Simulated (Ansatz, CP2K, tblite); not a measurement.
## Random packing of 74GeS2-26As2S3 (mol %) (81 atoms): one structure in several programs

Aim: run random packing of 74GeS2-26As2S3 (mol %) (81 atoms) in several programs and set results and cost side by side. A plane-wave run serves as the reference.

Program: Ansatz 0.2.0. Level of theory: Kohn-Sham DFT, PBE, PAW, plane waves. Results are calculated unless marked as measured.

### Step 1. The starting structure

The cell holds 81 atoms: 17 Ge, 52 S and 12 As. Cell: a = 12.407 Å, b = 12.407 Å, c = 12.407 Å, α = 90.0°, β = 90.0°, γ = 90.0°. 81 atoms (17 Ge, 52 S, 12 As) packed at random in a cube at 3.31 g/cm³ and pushed apart as soft spheres, cations and anions kept from their own kind; a start for melting by ab initio MD, not an equilibrated structure. Then every atom was moved at random, 0.05 Å r.m.s. a Cartesian component.

### Step 2. Plane-wave reference

The PAW files are the set soft_2.

input.yaml

```yaml
crystal:
  lattice:
    - [12.4066, 0.0, 0.0]
    - [0.0, 12.4066, 0.0]
    - [0.0, 0.0, 12.4066]
  atoms:
    - { symbol: Ge, position: [0.85365, 0.25356, 0.05463] }
    - { symbol: Ge, position: [0.64222, 0.359, 0.8447] }
    - { symbol: Ge, position: [0.12234, 0.02247, 0.31101] }
    - { symbol: Ge, position: [0.94655, 0.50083, 0.91008] }
    [... 71 atom lines left out ...]
    - { symbol: As, position: [0.43744, 0.57769, 0.87437] }
    - { symbol: As, position: [0.04891, 0.38845, 0.13028] }
    - { symbol: As, position: [0.10539, 0.62418, 0.19621] }
    - { symbol: As, position: [0.42032, 0.10915, 0.5875] }
    - { symbol: As, position: [0.14413, 0.11625, 0.08504] }
    - { symbol: As, position: [0.11855, 0.39819, 0.51861] }
kpoints:
  mp_grid: { grid: [1, 1, 1] }
hamiltonian:
  xc: pbe
scf:
  occupations: { method: fermi_dirac, width: 0.05 }
output:
  forces: true
  eigenvalues: true
  populations: true
  stress: true
```

The run is started by

```
ansatz run input.yaml --threads 4 --pin off --max-ram 8192MiB --backend cpu --events-out ev --progress --plain --runs-dir out
```

Output:

```text
[...]
Pseudopotentials: kind: paw
Pseudopotential: Ge, paw, valence charge 14, recommended cutoff 420 eV (normal), Ge.paw.azcp
Pseudopotential: S, paw, valence charge 6, recommended cutoff 420 eV (normal), S.paw.azcp
Pseudopotential: As, paw, valence charge 15, recommended cutoff 420 eV (normal), As.paw.azcp
[... 5 lines on functional and potentials left out ...]
Crystal: 81 atoms, lattice volume = 1909.670 Å³
Basis set: ecut = 420 eV, 37385 PW (Γ), exchange–correlation on 180×180×180 points (8 copies of the dense FFT grid, shifted against one another)
Bands: 446, of which v1, the nominal top of the filled ones, is band 365 counted from 1 (364 counted from 0)
Symmetry: 1 space group operations
Space group: P1 (ITA 1), of the structure as read, at distance tolerance 1.2e-4 Å
k-points: 1
[... 7 lines on functional and potentials left out ...]
Initial density: superposition of atomic densities (neutral atoms: chi_scale 0, normalization atom), corrected by the library's trained network
Initial wavefunctions: pseudopotential atomic-orbital guess
[...]
SCF iter   1: F=—  HF=-178148.539664 eV  |F-HF|=—  |Δ(HF+E_count)|=         —  Δρ=6.53e-3  dr2=2.71e0  ethr=1.77e-3  ⟨swp⟩=6.0  Hψ=1712  notcnv=0
preconditioner: auto → LDOS  [metal: Δε(μ)=0.034 eV  Ē_g=8.016 eV  σ=0.050 eV  W_gap=0.17  n_scr=436 (ndim 8)  ℏωp=17.8 eV  f_vac=0.037  D(μ)=67.33/eV (n_scr^D=484)  β→1.0]
[...]
SCF iter  11: F=—  HF=-178148.275125 eV  |F-HF|=—  |Δ(HF+E_count)|=   2.37e-8  Δρ=1.38e-6  dr2=1.08e-7  ethr=1.37e-11  ⟨swp⟩=9.0  Hψ=1667  notcnv=0
SCF iter  12: F=-178148.275125 eV  HF=-178148.275125 eV  |F-HF|=2.00e-8  |Δ(HF+E_count)|=   7.65e-9  Δρ=6.39e-7  dr2=2.28e-8  ethr=1.37e-11  ⟨swp⟩=3.0  Hψ=1137  notcnv=0
SCF 1 converged in 12 iterations: F = -178148.275125 eV  dr2 = 2.28e-8
[...]
SCF converged after 12 iterations
Free energy (F): -178148.275125 eV
Harris-Foulkes:  -178148.275125 eV  (|F-HF|=2.00e-8)
Internal energy: -178147.671527 eV  (E = F + TS)
E sigma→0 (E₀):  -178147.973326 eV
Entropy (-TS):   -0.603598 eV (-7.452 meV/atom)
Fermi energy:    5.412125 eV
--- Per-component energies (eV) ---
[...]
Σ components = -178148.275125   (vs F -178148.275125, Δ=0.00e0)
--- Forces (eV/Å), atoms counted from 1 ---
  atom   1  Ge    -1.48377643    -1.30180623     0.16164709
  atom   2  Ge    -0.90229263    -1.35492330    -0.84234928
  atom   3  Ge     1.91499343     1.23541659     1.76102866
  atom   4  Ge     1.15182514    -0.71494394    -2.42865169
[...]
atom  81  As     1.09499740     0.50519078    -0.53101619
  max |Σ_I F_I| component: 2.80e-5 eV/Å
--- Stress (GPa, compression-positive) ---
        2.520897       0.274695      -0.195659
        0.274695      -0.172205      -0.228485
       -0.195659      -0.228485      -0.063456
  P = ⅓ Tr σ = 0.7617 GPa (7.617 kbar)
--- Band table (eV) ---
  k-point 0: bands = ["-31.4498", "-31.4370", "-31.3919", "-31.3825", [... 430 levels ...], "9.5689", "9.5997", "9.6250", "9.6837", "9.7637", "9.7976", "9.8350", "9.8736", "9.9458", "10.0480", "10.0923", "10.1156"]
--- Löwdin populations: 81 sites ---
  site symbol       q [e]
     0     Ge     13.6719
     1     Ge     13.7148
     2     Ge     13.5117
[...]
80     As     14.6652
  spilling = 0.005907 (of n_electrons = 730.000000)
```

Elapsed: 29 s, on 4 threads of Arm Neoverse V2, shared host; peak memory 2.7 GiB.

Numbers from this run:

```
free energy                             : -178148.2751 eV
free energy per atom                    : -2199.3614 eV/atom
SCF cycles                              : 12
pressure                                : 0.7617 GPa
r.m.s. force component                  : 0.907 eV/Å
longest force                           : 2.959 eV/Å
Fermi energy                            : 5.412 eV
levels partly filled by over 2 per cent : 12
spilling of the projection              : 0.005907
```

Neighbours are counted within 2.73 Å (S-Ge), 2.73 Å (S-As).

Length of the force by element and coordination:

```
element  coordination  atoms  mean length of the force (eV/Å)  spread  least   most
     As           all     12                             1.98   0.649  0.613   2.86
     As             0      1                            0.613       0  0.613  0.613
     As             1      1                             2.65       0   2.65   2.65
     As             2      1                             1.32       0   1.32   1.32
     As             3      6                             2.18   0.566   1.17   2.86
     As             4      3                             2.01   0.203   1.72   2.16
     Ge           all     17                             1.71   0.754  0.758   2.96
     Ge             1      3                             1.64   0.277   1.26   1.92
     Ge             2      2                             1.30   0.537  0.758   1.83
     Ge             3     11                             1.82   0.871  0.776   2.96
     Ge             4      1                             1.52       0   1.52   1.52
      S           all     52                             1.14   0.647  0.142   2.78
      S             0      7                            0.818   0.421  0.324   1.52
      S             1     18                            0.739   0.307  0.180   1.53
      S             2     22                             1.42   0.721  0.142   2.78
      S             3      5                             1.75   0.205   1.51   2.02
```

Löwdin charges by element and coordination (they lack the spilled electrons, 0.053 e an atom on average):

```
element  coordination  atoms  mean charge (e)  spread    least     most
     As           all     12            0.435   0.112    0.206    0.603
     As             0      1            0.206       0    0.206    0.206
     As             1      1            0.299       0    0.299    0.299
     As             2      1            0.335       0    0.335    0.335
     As             3      6            0.456  0.0566    0.360    0.537
     As             4      3            0.547  0.0558    0.471    0.603
     Ge           all     17            0.375  0.0719    0.228    0.504
     Ge             1      3            0.309   0.065    0.228    0.387
     Ge             2      2            0.304  0.0183    0.285    0.322
     Ge             3     11            0.405  0.0614    0.305    0.504
     Ge             4      1            0.387       0    0.387    0.387
      S           all     52           -0.140  0.0893   -0.315    0.091
      S             0      7           -0.248   0.039   -0.315   -0.194
      S             1     18           -0.175  0.0588   -0.289  -0.0844
      S             2     22           -0.112  0.0654   -0.196   0.0532
      S             3      5           0.0127  0.0432  -0.0394    0.091
```

The levels nearest the highest filled one (over half full), pooled over k-points and spins:

```
level less the highest filled one (eV)  occupation
                                -0.111        1.82
                               -0.0685        1.62
                               -0.0501        1.49
                               -0.0359        1.38
                               -0.0154        1.19
                                     0        1.04
                                0.0278       0.764
                                0.0833       0.338
                                0.0969       0.268
                                 0.135       0.135
                                 0.144       0.114
                                 0.214        0.03
```

### Step 3. Structure statistics

Density 3.31 g/cm³, 23.58 Å³ an atom.

g(r), total and by pair (bins of 0.2 Å):

```
r (Å)  total   S-S  S-Ge  S-As  Ge-Ge  Ge-As  As-As
 2.00   0.05  0.00  0.20  0.00   0.00   0.00   0.00
 2.20   1.98  0.00  4.37  4.25   0.00   0.00   0.00
 2.40   0.78  0.00  1.36  2.16   0.00   0.00   0.00
 2.60   0.52  0.00  1.16  1.12   0.00   0.00   0.00
 2.80   0.34  0.00  0.43  0.46   1.91   0.92   0.00
 3.00   0.97  0.30  1.44  1.08   1.21   2.91   1.19
 3.20   2.50  4.95  0.93  0.61   0.00   1.13   1.08
 3.40   1.36  1.61  1.18  1.48   0.45   0.99   0.90
 3.60   1.11  1.19  1.32  0.94   0.00   1.15   0.81
 3.80   0.79  0.97  0.48  0.75   1.45   0.54   0.74
 4.00   1.04  0.91  0.75  1.13   1.68   1.64   3.30
 4.20   0.89  0.90  0.88  0.68   1.18   1.47   0.57
 4.40   0.77  0.67  0.76  0.70   1.35   1.17   1.09
 4.60   0.96  0.93  1.09  0.81   1.01   1.22   0.52
 4.80   0.86  0.78  0.86  1.21   0.92   0.32   0.89
 5.00   0.90  0.80  1.04  1.17   0.62   0.46   0.43
 5.20   1.18  0.95  1.34  1.45   1.17   1.26   0.77
 5.40   0.88  0.81  1.03  0.96   1.08   0.64   0.00
 5.60   0.86  0.65  1.09  0.82   1.00   1.06   1.67
 5.80   1.06  1.29  0.77  1.08   0.62   1.21   0.93
 6.00   1.07  1.29  1.05  0.81   0.89   0.93   0.30
```

Bonds by pair of elements; cutoffs follow the first minimum of g(r), held within bounds set by covalent radii, and pairs that aren't listed don't count as bonded:

```
pair A-B  cutoff (Å)  bonds  mean length (Å)  spread (Å)  shortest (Å)  B about A  A about B
    S-Ge        2.73     44             2.33       0.157          2.10      0.846       2.59
    S-As        2.73     33             2.33       0.143          2.12      0.635       2.75
```

How many atoms have how many bonded neighbours:

```
element  mean  0   1   2   3  4
     As  2.75  1   1   1   6  3
     Ge  2.59  0   3   2  11  1
      S  1.48  7  18  22   5  0
```

Rings of the network by King's shortest-path rule, up to 12 atoms, one path for each pair of neighbours; H, halogens, alkali and alkaline-earth atoms are left out, and the last column divides by all other atoms, bonded or not:

```
ring size (atoms)  rings  per network atom
                4      4             0.049
               12      1             0.012
```

### Step 4. The other programs

The programs:
- CP2K 2026.2: Gaussian basis with GTH pseudopotentials and a plane-wave density; labels give functional, basis (MOLOPT sets; SR short-range, UZH the newer set with its own potentials), grid cutoff/relative cutoff and solver (OT: orbital transformation; TRS4, TC2, SIGN: linear-scaling purification with its sparsity filter), or its built-in tight binding.
- tblite 0.8.0: extended tight binding, driven from Python.

All use the same cell and atoms; the electronic-structure runs use the same k-mesh, and an electronic temperature of 580 K (0.05 eV) where levels are smeared.

Differences are against the plane-wave reference, forces as r.m.s. over components; share is that over the reference's r.m.s. force, slope the least-squares factor from reference forces to these. Total energies of different programs have different zeros and aren't compared.

```
                                                          run  Δ force, r.m.s. (meV/Å)  share (%)  slope  Δ pressure (GPa)  cores  CPU time  memory (GiB)
                                                    reference                        -          -      -                 -      4   1.8 min           2.7
CP2K PBE, DZVP-MOLOPT-SR, 122/50 Ry, diagonalisation (coarse)                     73.8       8.14  1.026             0.462      1   2.4 min          0.74
CP2K PBE, DZVP-MOLOPT-SR, 244/50 Ry, diagonalisation (coarse)                     73.8       8.14  1.026             0.462      2   3.1 min           1.4
         CP2K PBE, DZVP-MOLOPT-SR, 350/50 Ry, diagonalisation                     73.8       8.14  1.026             0.462      2   3.6 min           2.2
         CP2K PBE, DZVP-MOLOPT-SR, 350/70 Ry, diagonalisation                     73.8       8.14  1.026             0.462      2   4.3 min           2.2
 CP2K PBE, SZV-MOLOPT-SR, 350/50 Ry, diagonalisation (coarse)                      765       84.4  1.405              4.22      1   3.9 min           2.0
                                              tblite GFN1-xTB                      766       84.5  0.832             -7.35      1     9.9 s          0.16
```

Rows marked coarse were listed beforehand as settings not expected to be converged; some can still land near the reference.

CPU time is summed over cores on a shared host, where runs went side by side, so it is rough. Symmetry, cutoffs, thresholds, outputs and thread counts weren't matched or tuned between programs; memory under MPI is the largest rank's times the ranks.

Runs without a result: CP2K GFN1-xTB, diagonalisation (not converged).

Mean charges by element (e), by run and scheme:

```
                                                 run     scheme     Ge      S     As
                                           reference     Löwdin  +0.38  -0.14  +0.43
CP2K PBE, DZVP-MOLOPT-SR, 244/50 Ry, diagonalisation   Mulliken  +0.21  -0.05  -0.09
CP2K PBE, DZVP-MOLOPT-SR, 244/50 Ry, diagonalisation  Hirshfeld  +0.18  -0.10  +0.17
CP2K PBE, DZVP-MOLOPT-SR, 350/50 Ry, diagonalisation   Mulliken  +0.21  -0.05  -0.09
CP2K PBE, DZVP-MOLOPT-SR, 350/50 Ry, diagonalisation  Hirshfeld  +0.18  -0.10  +0.17
CP2K PBE, DZVP-MOLOPT-SR, 350/70 Ry, diagonalisation   Mulliken  +0.21  -0.05  -0.09
CP2K PBE, DZVP-MOLOPT-SR, 350/70 Ry, diagonalisation  Hirshfeld  +0.18  -0.10  +0.17
                                     tblite GFN1-xTB   Mulliken  +0.32  -0.13  +0.13
```

The reference's Löwdin charges lack the electrons that the projection spills, 0.053 e an atom on average.

Within one program, basis, potentials and functional, energies share a zero. Each run against its twin at the usual cutoff or grid and solver:

```
                                                 run                                        twin  Δ energy (meV/atom)  Δ force, r.m.s. (meV/Å)         CPU time over the twin's
CP2K PBE, DZVP-MOLOPT-SR, 122/50 Ry, diagonalisation  DZVP-MOLOPT-SR, 350/50 Ry, diagonalisation               0.0092                     1.62  0.65 (this twin ran on 2 cores)
CP2K PBE, DZVP-MOLOPT-SR, 244/50 Ry, diagonalisation  DZVP-MOLOPT-SR, 350/50 Ry, diagonalisation              -4.0e-4                    0.161                             0.84
CP2K PBE, DZVP-MOLOPT-SR, 350/70 Ry, diagonalisation  DZVP-MOLOPT-SR, 350/50 Ry, diagonalisation                    0                    0.002                              1.2
```

### Step 5. Summary of results

```
reference r.m.s. force component                       : 0.907 eV/Å
nearest in forces                                      : a tie at 8.1 % of 4 runs: CP2K PBE, DZVP-MOLOPT-SR, 122/50 Ry, diagonalisation (coarse); CP2K PBE, DZVP-MOLOPT-SR, 244/50 Ry, diagonalisation (coarse); CP2K PBE, DZVP-MOLOPT-SR, 350/50 Ry, diagonalisation; others
farthest in forces                                     : a tie at 84 % of 2 runs: CP2K PBE, SZV-MOLOPT-SR, 350/50 Ry, diagonalisation (coarse); tblite GFN1-xTB
cheapest electronic-structure run beside the reference : tblite GFN1-xTB, 9.9 s of CPU time
```

**Reading.** The PBE runs in local orbitals, coarse settings apart, differ by 8.1 % in each run; basis, grid and potentials can all enter. Tight binding differs by 84 % (tblite GFN1-xTB); it is another model, with fitted parameters of its own, and the xTB methods hold dispersion. Runs with settings chosen to be coarse differ by 8.1 % (CP2K PBE, DZVP-MOLOPT-SR, 122/50 Ry, diagonalisation) to 84 % (CP2K PBE, SZV-MOLOPT-SR, 350/50 Ry, diagonalisation), their programs' other errors included. One electronic-structure run takes under half the reference's CPU time: tblite GFN1-xTB, at 84 % in 9.9 s against 1.8 min, too far off to be of use; its pressure misses by -7.3 GPa. In pressure, CP2K PBE, SZV-MOLOPT-SR, 350/50 Ry, diagonalisation misses by +4.2 GPa, at the same functional. Charges hang on model, scheme and program or settings: among these rows the mean for As runs from -0.09 to +0.43 e, even in sign. In the reference: 12 levels are partly filled, by over 2 % (at Γ alone): at this level the cell shows no clear gap. Levels of broken or missing bonds inside a gap of the host would look the same. In the reference: mean Löwdin charges: As +0.43, Ge +0.38, S -0.14 e (they miss 0.59 % of the electrons, so they add up to more than the cell's charge). Periodic xTB results under one method name differ between programs and library versions. The potentials hold different valence shells: 730 electrons in the reference, 440 in CP2K with SZV-MOLOPT-SR; this bears on time and differences. The electronic-structure runs sample only Γ, in a cell whose shortest periodic width is 12 Å, which is coarse for a cell with partly filled levels.

[Also dropped from logs without a mark: logging warnings of Python, and SIESTA's first energy breakdown and zero terms.]

[Logs are printed without paths, hosts, clocks, repeated set-up lines and the standing remarks that a program may print on its own settings, such as how far it seeks lower states.]

[Hosts, paths, dates, database ids (printed as entryN), source tags and the programs' standing remarks are cut or masked in the printed files.]
